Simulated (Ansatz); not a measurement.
# ZnAu (Pm-3m): from the cell to its phonons

The cell of ZnAu (Pm-3m) is at rest. What are its phonons? After the zone centre comes a 4×4×4 q mesh on a 16×16×16 k mesh.

Method: DFT PBEsol, scalar-relativistic, plane waves, PAW; PAW set soft_1, in Ansatz 0.2.0.

## 1. The structure

Symmetry: Pm-3m, No. 221, cubic system. The conventional cell has a = 3.128 Å, b = 3.128 Å, c = 3.128 Å, α = 90.00°, β = 90.00°, γ = 90.00°. Nearest to Zn lie 8 Au at 2.71 Å. Nearest to Au lie 8 Zn at 2.71 Å. Farther neighbours are not listed.

## 2. Modes at Γ

The cell comes from relaxations at this level that are not shown. The zone centre comes first: it holds the modes that light can see, as far as symmetry allows. No field response is asked, since the mesh shows no gap.

File input.yaml:

```yaml
crystal:
  lattice:
    - [3.1278066227, 0.0, 0.0]
    - [0.0, 3.1278066227, 0.0]
    - [0.0, 0.0, 3.1278066227]
  atoms:
    - { symbol: Zn, position: [0.5, 0.5, 0.5] }
    - { symbol: Au, position: [0.0, 0.0, 0.0] }
kpoints:
  mp_grid: { grid: [16, 16, 16] }
hamiltonian:
  xc: pbesol
  pseudopotentials: { kind: paw, azcp: { folder: soft_1 }, xc_functional: pbe }
scf:
  occupations: { method: methfessel_paxton, width: 0.2 }
output:
  eigenvalues: true
phonons:
  method: dfpt
```

Started as:

```
ansatz run input.yaml --threads 4 --pin off --max-ram 10240MiB --backend cpu --events-out ev --progress --plain --runs-dir out
```

Numbers of over 12 decimals in the logs are rounded to 6 here.

The log of the run:

```text
Engine: ansatz 0.2.0, aarch64-unknown-linux-gnu
Pseudopotentials: kind: paw
Pseudopotential: Zn, paw, valence charge 12, recommended cutoff 420 eV (normal), soft_1/Zn.paw.azcp
Pseudopotential: Au, paw, valence charge 19, recommended cutoff 420 eV (normal), soft_1/Au.paw.azcp
Functional definition: PBEsol
  exchange = pbesol_x
  correlation = pbesol_c
Crystal: 2 atoms, lattice volume = 30.600 Å³
Basis set: ecut = 420 eV, 619 PW (Γ), exchange–correlation on 48×48×48 points (8 copies of the dense FFT grid, shifted against one another)
Bands: 20, of which v1, the nominal top of the filled ones, is band 16 counted from 1 (15 counted from 0)
Symmetry: 48 space group operations
k-points: 405 of 4096 (irreducible under 8 space group operations, time reversal used)
Non-local potential: Zn, projectors of the file, l = 0: 2, l = 1: 2, l = 2: 3, l = 3: 1
Non-local potential: Au, projectors of the file, l = 0: 3, l = 1: 2, l = 2: 2, l = 3: 1
PAW form: soft (Blöchl's): semilocal exchange-correlation on the pseudo side does not see the compensation charge
PAW frozen core: Zn, regenerated for the run's functional, and the local potential with it (the file was generated under x = pbe(κ = 0.804, μ = 0.219515), c = pbe(β = 0.066725))
PAW frozen core: Au, regenerated for the run's functional, and the local potential with it (the file was generated under x = pbe(κ = 0.804, μ = 0.219515), c = pbe(β = 0.066725))
PAW one-centre angular grid: Zn, 590 points (default); XC on 64 Gauss nodes
PAW one-centre angular grid: Au, 590 points (default); XC on 64 Gauss nodes
Initial density: superposition of atomic densities (chi_scale 0.1, normalization cell, long waves kept (reshape's long-wave potential 0.00 eV rms))
Initial wavefunctions: pseudopotential atomic-orbital guess
Functional: x = pbesol(κ = 0.804, μ = 0.123457), c = pbesol(β = 0.046)
SCF iter   1: F=—  HF=-16293.019657 eV  |F-HF|=—  |Δ(HF+E_count)|=         —  Δρ=1.70e-1  dr2=1.13e1  ethr=3.10e-3  ⟨swp⟩=4.9  Hψ=37286  notcnv=0
preconditioner: auto → none  [metal: Δε(μ)=0.030 eV  Ē_g=13.262 eV  σ=0.200 eV  W_gap=0.13  n_scr=6 (ndim 8)  ℏωp=32.2 eV  f_vac=0.000  D(μ)=0.67/eV (n_scr^D=0)  sad-step TF]
SCF iter   2: F=—  HF=-16291.474331 eV  |F-HF|=—  |Δ(HF+E_count)|=    1.55e0  S|Δr|=    0.00e0  Δρ=9.85e-2  dr2=4.74e0  ethr=3.10e-3  ⟨swp⟩=2.1  Hψ=17693  notcnv=0  defer=78
SCF iter   3: F=—  HF=-16290.380185 eV  |F-HF|=—  |Δ(HF+E_count)|=    1.09e0  S|Δr|=    0.00e0  Δρ=4.30e-2  dr2=3.40e-1  ethr=3.10e-3  ⟨swp⟩=3.0  Hψ=16964  notcnv=0  defer=82
SCF iter   4: F=—  HF=-16290.196566 eV  |F-HF|=—  |Δ(HF+E_count)|=   1.84e-1  S|Δr|=    0.00e0  Δρ=1.86e-2  dr2=4.30e-2  ethr=1.10e-3  ⟨swp⟩=2.0  Hψ=17624  notcnv=0  defer=113
SCF iter   5: F=—  HF=-16290.200097 eV  |F-HF|=—  |Δ(HF+E_count)|=   3.53e-3  S|Δr|=    0.00e0  Δρ=3.57e-3  dr2=2.37e-3  ethr=1.39e-4  ⟨swp⟩=2.0  Hψ=13173  notcnv=0  defer=113
SCF iter   6: F=—  HF=-16290.200069 eV  |F-HF|=—  |Δ(HF+E_count)|=   2.81e-5  S|Δr|=    0.00e0  Δρ=3.66e-4  dr2=5.23e-5  ethr=7.64e-6  ⟨swp⟩=2.8  Hψ=14797  notcnv=0  defer=113
SCF iter   7: F=—  HF=-16290.200054 eV  |F-HF|=—  |Δ(HF+E_count)|=   1.48e-5  S|Δr|=    0.00e0  Δρ=5.21e-5  dr2=4.29e-7  ethr=1.69e-7  ⟨swp⟩=2.0  Hψ=10541  notcnv=0  defer=113
SCF iter   8: F=—  HF=-16290.200060 eV  |F-HF|=—  |Δ(HF+E_count)|=   5.41e-6  S|Δr|=    0.00e0  Δρ=7.30e-6  dr2=1.27e-8  ethr=1.38e-9  ⟨swp⟩=2.2  Hψ=12374  notcnv=0  defer=113
SCF iter   9: F=-16290.200060 eV  HF=-16290.200060 eV  |F-HF|=3.64e-12  |Δ(HF+E_count)|=   3.47e-9  S|Δr|=    0.00e0  Δρ=1.35e-7  dr2=4.31e-12  ethr=1.00e-12  ⟨swp⟩=7.0  Hψ=49578  notcnv=0
SCF 1 converged in 9 iterations: F = -16290.200060 eV  dr2 = 4.31e-12
  greatest PAW one-centre occupation: 1.000 electrons in one spin orbital (limit 2), on the Au atom at site 1 (counted from 0), in its partial waves of l = 0
DFPT response loops at Γ: preconditioner auto → Kerker (q_TF=auto, 2.734 Å⁻¹) (partly filled bands, converged f_vac=0.000); β = 1.00, the filter's whole step (`scf.mixing.beta` (0.50) is not read by the response loops under this deck's `scf.mixing.preconditioner`; to damp them name `kerker` or `kerker_dos`, under which they read `scf.mixing.beta`, and type it under 1.00, their step now; both keys bind the ground state too); Broyden in place of MSR1
SCF converged after 9 iterations
Stability not checked: this state was not tested for a lower state beside it, because cold or Methfessel-Paxton smearing, or corrected tetrahedra, fill the levels in a way that the test cannot read (fill_not_monotonic; see scf.lower_state_search)
Free energy (F): -16290.200060 eV
Harris-Foulkes:  -16290.200060 eV  (|F-HF|=3.64e-12)
Internal energy: -16290.200290 eV  (E = F + TS)
E sigma→0 (E₀):  -16290.200117 eV
Entropy (-TS):   0.000230 eV (0.115 meV/atom)
Fermi energy:    17.210389 eV
--- Per-component energies (eV) ---
  E_band       = -163.211986
  E_kinetic    = 725.776285
  E_local      = -3431.303577  (includes V_loc(G=0)·N_el)
  E_nonlocal   = 920.282377
  E_hartree    = 1375.813183
  E_xc         = -292.872726
  E_vxc        = -313.778121  (∫ρ·V_xc dr)
  E_paw        = -11449.038655  (= ΣΔE_a)
  E_vpaw       = -815.816703  (= ΣTr[D̂ρ^β])
  E_aug_tail   = 0.001278  (compensation charges beyond the density's cutoff)
  E_ewald      = -4139.965339
  E_core_change = 1.106883  (= ΣΔE_core)
  E_smearing   = 0.000230  (= −TS)
  E_closure    = 0.000000  (closes the sum)
  Σ components = -16290.200060   (vs F -16290.200060, Δ=0.00e0)
--- Band table (eV; the first three rows and the last of 405) ---
  k-point 0: bands = [... 12 lower, 13.4821, 13.4821, 13.4821, 22.1881, 22.1881, 22.1881, 26.2571, 29.4242]
  k-point 1: bands = [... 12 lower, 13.4253, 13.4253, 13.4756, 21.6144, 22.3240, 22.3240, 26.6305, 29.3444]
  k-point 2: bands = [... 12 lower, 13.2694, 13.2694, 13.4570, 20.3957, 22.7171, 22.7171, 27.1769, 29.1230]
  k-point 404: bands = [... 12 lower, 14.1310, 14.1310, 18.6420, 20.8613, 20.9681, 20.9681, 20.9681, 23.2000]
--- Phonons (Γ-DFPT): 2 representative perturbations + reference, on 405 of 4096 k-points (Σ response iterations 7) ---
  k mesh reduced under 8 symmetry operations, with k and −k counted as one. Each operation leaves every solved perturbation unchanged. A smaller set is not used because it would not reduce the number of displacements times k-points to solve
  ASR residual: 1.439e-4 → 0.000e0 eV/Å²; symmetrization residual: 1.275e-5 eV/Å²
  ASR residual per site (eV/Å²): 5.04e-5 1.44e-4
  Γ frequencies (cm⁻¹): 0.00 0.00 0.00 143.85 143.85 143.85
  non-analytic LO–TO correction: not included (Born effective charges unavailable; polar crystals: no LO–TO splitting at Γ)
```

It took 17 s on 4 threads of Arm Neoverse V2, shared host; peak memory 0.98 GiB; 62 s of CPU time.

This step gave:

```yaml
volume_per_atom: 15.30 Å³
gap_on_the_k_mesh: 0 eV
sum_rule_residual_before_enforcement: 1.44e-4 eV/Å²
point_group: m-3m
highest_optical_mode_at_the_zone_centre_no_lo_to_term: 143.8 cm⁻¹
lowest_optical_zone_centre_mode: 143.8 cm⁻¹
```

Patterns of degenerate modes are one choice out of their space. Modes at Γ, with each element's share of the kinetic energy:

| mode | frequency (cm⁻¹) | symmetry | Zn % | Au % |
| --- | --- | --- | --- | --- |
| 1 | 0.0 | acoustic | 25 | 75 |
| 2 | 0.0 | acoustic | 25 | 75 |
| 3 | 0.0 | acoustic | 25 | 75 |
| 4 | 143.8 | T1u | 75 | 25 |
| 5 | 143.8 | T1u | 75 | 25 |
| 6 | 143.8 | T1u | 75 | 25 |

Displacements in mode 6 (143.8 cm⁻¹), the largest set to 1:
```
Zn1  0.00  0.00  1.00
Au2  0.00  0.00 -0.33
```

Before it was imposed, the acoustic sum rule was missed by 1.4e-4 eV/Å². Small misses are needed for a sound result but don't prove that mesh and cutoff are converged. The lowest optical mode is real, 144 cm⁻¹.

(Part 1 of 2 ends here.)

[Logs are printed without paths, hosts, clocks, repeated set-up lines and the standing remarks that a program may print on its own settings, such as how far it seeks lower states.]

[Hosts, paths, dates, database ids (printed as entryN), source tags and the programs' standing remarks are cut or masked in the printed files.]
